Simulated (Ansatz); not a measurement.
# How fast states decay through CsKLiI3, part 3 of 3

A new crystal, CsKLiI3: structure, gap and complex bands. It is built by putting K for part of the Li in the CsLi2I3 structure of space group P-4m2, with the volume rescaled by atomic radii. The parent structure comes from the Materials Project.

Ansatz 0.2.0; r2SCAN DFT, plane waves, PAW files (the session's first sound run).

So far, gap on path (eV): step 3 (band edges, r2SCAN) 4.14; step 5 (PBE, cutoff 420 eV) 3.60.

The structure was built from a prototype and need not be the compound's stable phase.

### Step 6. Complex bands at another level, cutoff 420 eV

This step: PBE DFT, plane waves, PAW files; complex bands by layer matching along the plane's normal (Ansatz 0.2.0).

The complex bands at that level, over its own gap, at (0, 0) and (0.5, 0).

The input, input.yaml:

```yaml
crystal:
  lattice:
    - [4.774632442, 0.0, 0.0]
    - [0.0, 4.718699046, 0.0]
    - [0.0, 0.0, 12.297869663]
  atoms:
    - { symbol: Cs, position: [0.5, 0.5, 0.5246056445] }
    - { symbol: K, position: [0.5, 0.0, 0.1475622013] }
    - { symbol: Li, position: [0.0, 0.5, 0.8310828878] }
    - { symbol: I, position: [0.0, 0.0, 0.3443353929] }
    - { symbol: I, position: [0.0, 0.0, 0.7020010611] }
    - { symbol: I, position: [0.5, 0.5, 0.9504128124] }
kpoints:
  mp_grid: { grid: [6, 6, 2] }
scf:
  occupations: { method: fixed }
hamiltonian:
  xc: pbe
output:
  eigenvalues: true
  transmission:
    leads: [[0, 0]]
    kpoints: [[0.0, 0.0], [0.5, 0.0]]
    e_range: [-1.0, 4.6]
    de: 0.09
```

Run with:

```bash
$ ansatz run input.yaml --threads 2 --pin off --max-ram 4096MiB --backend cpu --events-out ev --progress --plain --runs-dir out
```

Numbers of over 12 decimals in the logs are rounded to 6 here.

The program printed:

```text
[...]
Crystal: 6 atoms, lattice volume = 277.072 Å³
Basis set: ecut = 420 eV, 5389 PW (Γ)
Bands: 44, of which v1, the nominal top of the filled ones, is band 36 counted from 1 (35 counted from 0)
Symmetry: 4 space group operations
[...]
k-points: 32 of 72
[...]
SCF iter   1: F=—  HF=-29960.229182 eV  |F-HF|=—  |Δ(HF+E_count)|=         —  Δρ=6.65e-4  dr2=7.00e-3  ethr=1.77e-3  ⟨swp⟩=6.3  Hψ=5090  notcnv=0  defer=168
[...]
SCF iter   6: F=-29960.227593 eV  HF=-29960.227593 eV  |F-HF|=9.84e-8  |Δ(HF+E_count)|=   8.58e-7  Δρ=5.27e-6  dr2=9.89e-8  ethr=1.39e-10  ⟨swp⟩=17.4  Hψ=8873  notcnv=0
SCF 1 converged in 6 iterations: F = -29960.227593 eV  dr2 = 9.89e-8
[...]
transmission: 16 of 32 steps passed
transmission: 32 of 32 steps passed
SCF converged after 6 iterations
Free energy (F): -29960.227593 eV
[...]
Internal energy: -29960.227593 eV  (E = F + TS)
E sigma→0 (E₀):  -29960.227593 eV
Fermi energy:    2.112967 eV
[...]
--- Band table (eV; the first three rows and the last of 32) ---
  k-point 0: bands = [... 32 lower, 1.9369, 1.9887, 2.0310, 2.1114, 5.7133, 6.5468, 6.7341, 7.5117, ... 4 higher]
  k-point 1: bands = [... 32 lower, 1.7962, 1.9794, 2.0392, 2.1130, 6.1528, 6.5048, 6.7021, 6.9987, ... 4 higher]
  k-point 2: bands = [... 32 lower, 1.7697, 1.8121, 1.9779, 2.1088, 6.1258, 6.8661, 7.0262, 7.6221, ... 4 higher]
  k-point 31: bands = [... 32 lower, 1.2271, 1.2780, 1.6082, 1.8129, 6.9329, 7.1611, 7.4717, 7.6550, ... 4 higher]
--- Transmission ---
  basis      : 193 plane waves across, 16 finite elements along
  points     : 2, as listed
[...]
channels       : 0.000000e0 a spin
[...]
slowest decay  : 0.3092 /Å at (0.0000, 0.0000)
```

Run time: 44 s. Hardware: 2 threads of Arm Neoverse V2, shared host; peak memory 0.94 GiB; 86 s of CPU time.

Numbers from this step:

```
level to which the leads are filled                       : 1.800 eV from the Fermi level
decay constant at the filling level, zone centre          : 0.3093 Å⁻¹
decay constant at the filling level, slowest listed point : 0.3092 Å⁻¹
```

K parallel (0, 0); values up to 1.465 1/Å, a degenerate pair printed once or twice; energies at which all values exceed this have no row. The Im kz of the slowest decaying states by energy, zero at the highest filled level on the SCF mesh:

```tsv
energy (eV)	decay 1 (Å⁻¹)	decay 2 (Å⁻¹)	decay 3 (Å⁻¹)	decay 4 (Å⁻¹)
-1.0000	0.604	0.641	0.817	1.27
-0.7300	0.0754	0.383	0.452	0.799
-0.4600	0.0741	0.450	0.484	0.782
-0.2800	0.327	0.419	0.769	1.20
-0.0100	0.155	0.254	0.367	0.751
0.2600	0.228	0.598	0.656	0.731
0.5300	0.268	0.702	0.711	0.872
0.7100	0.286	0.697	0.750	0.845
0.9800	0.302	0.676	0.806	0.811
1.2500	0.311	0.653	0.802	0.850
1.5200	0.313	0.629	0.797	0.883
1.7900	0.309	0.604	0.793	0.905
1.9700	0.304	0.586	0.789	0.914
2.2400	0.291	0.558	0.783	0.906
2.5100	0.272	0.528	0.775	0.866
2.7800	0.245	0.495	0.766	0.824
2.9600	0.222	0.472	0.758	0.794
3.2300	0.176	0.433	0.746	0.747
3.5000	0.0954	0.389	0.694	0.732
3.7700	0.337	0.635	0.717	0.808
4.0400	0.00254	0.272	0.565	0.699
4.2200	0.0494	0.212	0.507	0.687
4.4900	0.0463	0.364	0.666	0.746
```

K parallel (0.5, 0); values up to 1.465 1/Å, a degenerate pair printed once or twice; energies at which all values exceed this have no row. Im kz of the slowest decaying states against energy, zero at the highest filled level on the SCF mesh:

```tsv
energy (eV)	decay 1 (Å⁻¹)	decay 2 (Å⁻¹)	decay 3 (Å⁻¹)	decay 4 (Å⁻¹)
-1.00	0.0842	0.280	0.834	0.967
-0.82	0.105	0.160	0.762	0.937
-0.55	0.127	0.219	0.404	0.879
-0.37	0.128	0.176	0.619	0.820
-0.10	0.268	0.287	0.549	0.683
-0.01	0.310	0.313	0.422	0.760
0.08	0.335	0.340	0.588	0.795
0.35	0.383	0.401	0.697	0.840
0.53	0.405	0.427	0.727	0.853
0.80	0.429	0.456	0.753	0.861
0.98	0.440	0.470	0.763	0.862
1.25	0.451	0.486	0.770	0.843
1.43	0.455	0.494	0.771	0.828
1.70	0.456	0.502	0.768	0.805
1.88	0.454	0.505	0.764	0.791
2.15	0.448	0.508	0.755	0.768
2.33	0.441	0.509	0.747	0.753
2.60	0.427	0.509	0.730	0.734
2.78	0.416	0.509	0.714	0.723
3.05	0.395	0.508	0.690	0.705
3.23	0.379	0.509	0.673	0.692
3.50	0.349	0.519	0.647	0.658
3.68	0.326	0.568	0.629	0.654
3.95	0.284	0.532	0.600	0.628
4.13	0.249	0.506	0.580	0.609
4.40	0.177	0.458	0.548	0.578
4.58	0.0942	0.317	0.521	0.524
```

At the listed wavevectors the last open channel is at -0.19 eV and the next at +3.68 eV on the grid. At +1.79 eV, the grid energy nearest the filling level (the middle of the gap on the SCF mesh), the slowest state at the listed wavevectors decays with κ = 0.309 Å⁻¹, its amplitude falling by e over 3.2 Å; the first such run, plane (001), gave 0.334 Å⁻¹.

### Step 7. What came out

| Item | Value |
| --- | --- |
| band gap | 4.14 eV |
| least decay constant at mid-gap, normal to (001) | 0.334 Å⁻¹ |
| least decay constant, PBE | 0.309 Å⁻¹ |

What this shows: With r2SCAN, the slowest decay at the wavevectors tried is κ = 0.334 Å⁻¹, normal to (001). Through such a film the transmission near mid-gap falls as exp(−2κd), a factor of ten every 3.4 Å. A free electron under a barrier of half the gap would need a mass of 0.21 mₑ to decay at this rate. With PBE the gap goes from 4.14 to 3.60 eV and the decay constant, over the first 2 listed wavevectors, from 0.334 to 0.309 Å⁻¹. The compound is made up by substitution; its stability against other phases and against distortions of the cell's symmetry was not tested. r2SCAN still narrows gaps, if less than LDA and GGA do, while spin-orbit coupling, left out here, narrows them in compounds of heavy elements, so the error in κ can go either way.

[Logs are printed without paths, hosts, clocks, repeated set-up lines and the standing remarks that a program may print on its own settings, such as how far it seeks lower states.]

[Hosts, paths, dates, database ids (printed as entryN), source tags and the programs' standing remarks are cut or masked in the printed files.]
